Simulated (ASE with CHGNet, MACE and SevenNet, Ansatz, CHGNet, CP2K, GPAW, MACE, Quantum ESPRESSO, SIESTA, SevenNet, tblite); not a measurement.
# Machine-learned potentials on Ti3C2O2 MXene, 1 layer (61 atoms): settings against a plane-wave reference

Wanted: machine-learned potentials inputs and outputs for Ti3C2O2 MXene, 1 layer (61 atoms), checked against a plane-wave reference.

Program: ASE with CHGNet, MACE and SevenNet. Level of theory: the method is named at each step. Results are calculated unless marked as measured.

## 1. Starting point

The cell holds 61 atoms: 25 Ti, 18 C and 18 O. Its edges and angles: a = 9.120 Å, b = 9.120 Å, c = 20.900 Å, α = 90.0°, β = 90.0°, γ = 120.0°. It derives from Ti3C2O2 (Ti3C2O2 MXene). 1 layer of Ti3C2O2 MXene (a = 3.04 Å), 3 x 3 cells; 14 Å of vacuum; 2 Ti removed at random; every coordinate displaced by a Gaussian of 0.03 Å. Then every atom was moved at random, 0.03 Å r.m.s. a Cartesian component. Vacuum lies along c.

The yardstick, on the same geometry:

| Item | Value |
| --- | --- |
| method | Kohn-Sham DFT, PBE, SSSP efficiency 1.3.0 pseudopotentials, plane waves (Quantum ESPRESSO 7.5); sssp-pbe-1.3.0-efficiency, cutoffs 60/480 Ry, Γ point |
| r.m.s. force component | 1.241 eV/Å |
| longest force | 4.003 eV/Å |
| time | 7.5 min on 4 MPI ranks of Arm Neoverse V1, shared host |
| CPU time | 30 min |

## 2. CHGNet 0.3.0 potential

Method: machine-learned interatomic potential CHGNet 0.3.0, trained on PBE(+U) plane-wave data.

run.py reads:

```python
import numpy as np
from ase.io import read
import mlip  # loads the published weights by name

atoms = read("structure.xyz")
atoms.calc = mlip.calc("chgnet-0.3.0")
energy = atoms.get_potential_energy()
forces = atoms.get_forces()
print(f"energy {energy:.6f} eV")
print("forces (eV/A)")
for i, (a, f) in enumerate(zip(atoms, forces)):
    print(f"{i:4d} {a.symbol:2s} {f[0]:10.5f} {f[1]:10.5f} {f[2]:10.5f}")
```

structure.xyz reads:

```xyz
61
Lattice="9.12000 0.00000 0.00000 -4.56000 7.89815 0.00000 0.00000 0.00000 20.90000" Properties=species:S:1:pos:R:3 pbc="T T T"
Ti 4.53702 7.83449 10.47341
C 0.00228 1.72622 11.70755
C 1.51652 0.92511 9.13999
Ti 0.03498 1.73120 7.88390
O 4.56114 7.87848 13.90895
O -4.53766 7.88188 7.07277
Ti 7.61958 2.59786 10.38918
C -1.48943 4.29399 11.70024
C 0.02285 3.56467 9.21836
Ti -0.03215 3.50007 13.03094
Ti -1.48884 4.35030 7.92988
O 7.54384 2.59573 13.88053
O -1.52263 2.64327 7.00213
Ti -3.06336 5.32675 10.51542
C -2.99934 7.01063 11.71738
C -1.54666 6.13892 9.21690
Ti -1.57703 6.11159 13.02781
Ti -3.02529 7.04736 7.90292
O 6.02604 5.27533 13.88951
O 6.05823 5.28497 7.00547
Ti 3.04777 0.03057 10.43850
C 3.06031 1.77282 11.66345
C 4.55576 0.90615 9.16005
Ti 4.57587 0.91492 13.00168
Ti 3.06131 1.77029 7.95015
O 3.02542 0.03136 13.87655
O 3.07426 0.03696 7.02721
Ti 1.47730 2.67344 10.46965
C 1.54757 4.39390 11.72532
C 3.07896 3.50733 9.17092
Ti 3.00385 3.48814 13.00168
O 1.52806 2.64462 13.84437
O 1.54666 2.62377 7.04769
Ti 0.00762 5.28900 10.45669
C -0.05230 6.98868 11.71069
C 1.47949 6.05117 9.27166
Ti 1.49313 6.15266 13.03387
Ti 0.03908 7.08567 7.93259
O 0.05139 5.32185 13.92609
O 0.04742 5.25116 6.99042
Ti 6.08053 0.00845 10.45543
C 6.09667 1.68396 11.66575
C 7.65660 0.75743 9.17761
Ti 7.58670 0.90379 13.01965
Ti 6.08961 1.71595 7.90333
O 6.00807 0.01437 13.89223
O 1.53480 7.89420 7.04414
Ti 4.49370 2.71602 10.44791
C 4.53296 4.31626 11.75876
C 6.05983 3.48064 9.18785
Ti 6.11377 3.49177 13.01192
Ti 4.58709 4.41475 7.93155
O 4.50314 2.64438 13.83371
O 4.51217 2.62511 7.00610
Ti 3.09077 5.25432 10.44728
C 3.03213 7.08322 11.70776
[... 1 atom lines left out ...]
Ti 4.57924 6.14271 12.96950
Ti 2.99825 6.98268 7.93657
O 3.06747 5.23908 13.86610
O 3.01329 5.25314 6.98520
```

Launch:

```bash
$ OMP_NUM_THREADS=1 python run.py > output.txt
```

Log:

```text
CHGNet v0.3.0 initialized with 412,525 parameters
CHGNet will run on cpu
energy -551.968994 eV
forces (eV/A)
   0 Ti    0.82290    1.07441    0.51143
   1 C    -0.97361    0.87500   -0.83285
   2 C    -0.05828   -0.82443    1.24461
   3 Ti    1.80164    2.06429   -0.99325
   4 O    -2.14532   -1.14141   -1.12044
   5 O    -0.26674   -0.04188   -0.84047
   6 Ti    0.04203    0.01561    0.34390
   7 C    -0.87304    0.60533    0.25436
   8 C    -1.27843   -1.28048    0.50581
   9 Ti    2.30980   -1.43263    0.39693
  10 Ti    2.51862    1.53540   -1.52973
  11 O     0.12333    0.54241    1.05098
  12 O    -0.23737   -0.36331    0.01322
  13 Ti    0.47450   -0.69037   -0.62734
  14 C    -0.35494   -1.15781   -1.10554
  15 C    -0.19967    0.16643    0.02971
  16 Ti    0.28787    3.07648    0.82118
  17 Ti    0.27948   -0.35745   -0.33754
  18 O     0.36706   -0.76479    0.50937
  19 O     0.37270    0.06945    0.00136
  20 Ti   -0.54446    0.35959    0.99768
  21 C     0.72799    0.20633   -0.81991
  22 C     0.65607   -0.31720    0.94469
  23 Ti   -3.06844   -1.30353    0.64974
[...]
53 O     1.00299   -0.06496   -0.11874
  54 Ti   -1.24107   -0.16852   -0.65815
  55 C    -0.18295   -0.91519   -0.14641
  56 C     1.11709   -0.41704    1.76798
  57 Ti   -0.24697    2.71668    1.46964
  58 Ti   -0.25027   -3.19485   -1.77942
  59 O    -0.32125    0.47996    0.27640
  60 O     2.06711    1.26394    1.35906
```

Run time: 4.3 s. Hardware: 1 thread of Arm Neoverse V1, shared host; peak memory 0.96 GiB.

Banners, paths, timers and routine set-up lines are dropped from the logs unmarked, and long logs keep their key lines alone; longer cuts are marked.

Against the reference:

```
r.m.s. force component                  : 1.091 eV/Å
r.m.s. difference of force components   : 497.2 meV/Å
longest difference of force vectors     : 1389 meV/Å
force difference over r.m.s. force      : 40.05 %
slope of forces against the reference's : 0.8057
correlation of force components         : 0.9171
```

Length of the force difference by element (eV/Å):

```
element  atoms  mean  most
      C     18  0.88   1.2
      O     18  0.61  0.81
     Ti     25  0.92   1.4
```

A closer look about Ti58, picked at random: 9 atoms, nearest first, numbered in the order of the input, with positions taken from that point.

```
atom      x      y      z  distance (Å)  bonds     Fx     Fy  Fz (eV/Å)
Ti58   0.00   0.00   0.00          0.00      6  -0.25   2.72       1.47
 O19   1.45  -0.87   0.92          1.92      3   0.37  -0.76       0.51
  O5  -0.02   1.74   0.94          1.97      2  -2.15  -1.14      -1.12
 O60  -1.51  -0.90   0.90          1.98      3  -0.32   0.48       0.28
 C15   1.54   0.87  -1.25          2.17      5  -0.35  -1.16      -1.11
 C49  -0.05  -1.83  -1.21          2.19      6   0.87   1.06      -0.99
 C56  -1.55   0.94  -1.26          2.21      6  -0.18  -0.92      -0.15
Ti17   2.96  -0.03   0.06          2.96      6   0.29   3.08       0.82
Ti14   1.48  -0.82  -2.45          2.98      6   0.47  -0.69      -0.63
```

Atoms are counted from 1 here, from 0 in the log.

Forces lie 40 % from the reference's, at 0.0024 times its CPU time (on 1 against 4 cores).

## 3. MACE MP-0b2 small potential

Method: machine-learned interatomic potential MACE MP-0b2 small, trained on PBE(+U) plane-wave data.

run.py, as its differences from that of step 2:

```diff
@@ -5,3 +5,3 @@
 atoms = read("structure.xyz")
-atoms.calc = mlip.calc("chgnet-0.3.0")
+atoms.calc = mlip.calc("mace-mp-0b2-small")
 energy = atoms.get_potential_energy()
```

structure.xyz is that of step 2.

Log:

```text
energy -529.453534 eV
forces (eV/A)
   0 Ti    0.48552    1.09247    0.25354
   1 C    -0.20026    0.37925   -0.95791
   2 C     0.06406   -0.46047    1.79639
   3 Ti    1.26730    1.77364   -0.98528
   4 O    -1.87135   -0.80540   -0.76779
   5 O    -0.39003    0.06930   -1.53520
   6 Ti   -0.67450    0.33695    0.75076
   7 C    -0.87121    0.58721    0.19461
   8 C    -0.56772   -0.86470    0.72209
   9 Ti    2.31822   -0.87131    0.23109
  10 Ti    1.77853    1.59353   -1.35717
  11 O     0.40363    0.53854    1.61443
  12 O     0.03301   -0.44437   -0.21415
  13 Ti    0.66339   -0.94544   -0.96962
  14 C    -0.38297   -0.54721   -1.22382
  15 C     0.22210    0.02345    0.08849
  16 Ti    0.66432    2.79876    0.46217
  17 Ti    0.37757   -0.60464   -0.17344
  18 O     0.58159   -0.73898    0.95676
  19 O     0.62322   -0.04418   -0.29250
  20 Ti   -0.42160    0.30843    1.01847
  21 C    -0.09395   -0.31250   -1.03489
  22 C     0.57669   -0.50046    1.08791
  23 Ti   -2.75474   -1.38645    0.45834
[...]
53 O     1.05915    0.10907   -0.41631
  54 Ti   -1.19908   -0.12451   -0.42855
  55 C     0.22785   -0.74632   -0.21743
  56 C     0.72961   -0.69776    1.87047
  57 Ti   -0.61392    2.32006    1.16242
  58 Ti    0.25901   -2.60264   -1.43914
  59 O    -0.43242    0.49813    0.65437
  60 O     1.61172    0.99474    0.85595
```

Wall time 7 s (1 thread); peak memory 0.67 GiB.

Compared with the plane-wave run:

| Quantity | Value |
| --- | --- |
| r.m.s. force component | 1.004 eV/Å |
| r.m.s. difference of force components | 557.9 meV/Å |
| longest difference of force vectors | 1512 meV/Å |
| force difference over r.m.s. force | 44.94 % |
| slope of forces against the reference's | 0.7263 |
| correlation of force components | 0.8977 |

Against the first run (40 %), the force difference from the reference is 45 %, at 1.6 times the CPU time.

## 4. SevenNet 0 potential

Method: machine-learned interatomic potential SevenNet 0, trained on PBE(+U) plane-wave data.

run.py, as its differences from that of step 3:

```diff
@@ -5,3 +5,3 @@
 atoms = read("structure.xyz")
-atoms.calc = mlip.calc("mace-mp-0b2-small")
+atoms.calc = mlip.calc("7net-0")
 energy = atoms.get_potential_energy()
```

structure.xyz is that of step 3.

Log:

```text
energy -539.377686 eV
forces (eV/A)
   0 Ti    0.80236    0.90551    0.24037
   1 C    -0.23847    0.26667   -1.42981
   2 C    -0.03717   -0.76252    2.22527
   3 Ti    1.66401    1.92210   -0.62124
   4 O    -1.96138   -0.98787   -0.89873
   5 O    -0.15215    0.00396   -1.45077
   6 Ti   -0.13569    0.00097    0.55393
   7 C    -0.62579    0.74739   -0.47741
   8 C    -0.32035   -0.47688    0.99034
   9 Ti    2.24803   -1.21817   -0.04481
  10 Ti    2.12336    1.34885   -1.11582
  11 O     0.24303    0.62297    1.74030
  12 O    -0.09939   -0.38034   -0.43621
  13 Ti    0.35480   -0.67528   -0.77083
  14 C    -0.22763   -0.20405   -1.43979
  15 C    -0.04378    0.29101    1.05786
  16 Ti    0.34352    2.93049    0.30046
  17 Ti    0.36781   -0.35213    0.06981
  18 O     0.44113   -0.57002    1.01165
  19 O     0.42524    0.20162   -0.25871
  20 Ti   -0.62220    0.05798    0.57653
  21 C    -0.21096   -0.18294   -1.48740
  22 C     0.45026   -0.29736    1.52001
  23 Ti   -2.91508   -1.24721    0.30493
[...]
53 O     0.86702   -0.04636   -0.53599
  54 Ti   -1.01958   -0.05895   -0.26832
  55 C    -0.07488   -0.86761   -0.91663
  56 C     0.92565   -0.22199    2.43725
  57 Ti   -0.31152    2.41357    0.76347
  58 Ti   -0.02311   -2.97197   -0.90142
  59 O    -0.43875    0.47863    0.65983
  60 O     1.96073    1.23358    1.12474
```

Run time: 8.4 s. Hardware: 1 thread; peak memory 0.83 GiB.

Compared with the plane-wave run:

| Item | Value |
| --- | --- |
| r.m.s. force component | 1.056 eV/Å |
| r.m.s. difference of force components | 591.7 meV/Å |
| longest difference of force vectors | 1816 meV/Å |
| force difference over r.m.s. force | 47.66 % |
| slope of forces against the reference's | 0.748 |
| correlation of force components | 0.8796 |

Against the first run (40 %), the force difference from the reference is 48 %, at 2.0 times the CPU time.

## 5. The ladder

Differences are against the plane-wave reference, forces as r.m.s. over components; share is that over the reference's r.m.s. force, slope the least-squares factor from reference forces to these. Total energies of different programs have different zeros and aren't compared.

| run | Δ force, r.m.s. (meV/Å) | share (%) | slope | cores | CPU time | memory (GiB) |
| --- | --- | --- | --- | --- | --- | --- |
| reference | - | - | - | 4 | 30 min | 4.8 |
| CHGNet 0.3.0 potential | 497 | 40.1 | 0.806 | 1 | 4.3 s | 0.96 |
| MACE MP-0b2 small potential | 558 | 44.9 | 0.726 | 1 | 7 s | 0.67 |
| SevenNet 0 potential | 592 | 47.7 | 0.748 | 1 | 8.4 s | 0.83 |

Times of the machine-learned potentials are mostly Python's start and the loading of weights.

CPU time is summed over cores on a shared host, where runs went side by side, so it is rough. Symmetry, cutoffs, thresholds, outputs and thread counts weren't matched or tuned between programs; memory under MPI is the largest rank's times the ranks.

## 6. Summary of results

| Item | Value |
| --- | --- |
| nearest in forces | CHGNet 0.3.0 potential, 40 % |
| its CPU time | 4.3 s |

What this shows: Machine-learned potentials differ by 40 % (CHGNet 0.3.0 potential) to 48 % (SevenNet 0 potential); they were trained on other programs' data. Among those trained on PBE data the slope goes as low as 0.73, with a correlation of 0.90, so directions differ as well as sizes. Machine-learned potentials mimic data converged in k, so the reference's own k-point error enters their differences. The runs have no spin polarisation, so any moments at edges, vacancies or dangling bonds can't form. The electronic-structure runs sample only Γ, in a cell whose shortest periodic width is 8 Å, which is coarse for a cell with partly filled levels.

[Also dropped from logs without a mark: logging warnings of Python, and SIESTA's first energy breakdown and zero terms.]

[Logs are printed without paths, hosts, clocks, repeated set-up lines and the standing remarks that a program may print on its own settings, such as how far it seeks lower states.]

[Hosts, paths, dates, database ids (printed as entryN), source tags and the programs' standing remarks are cut or masked in the printed files.]
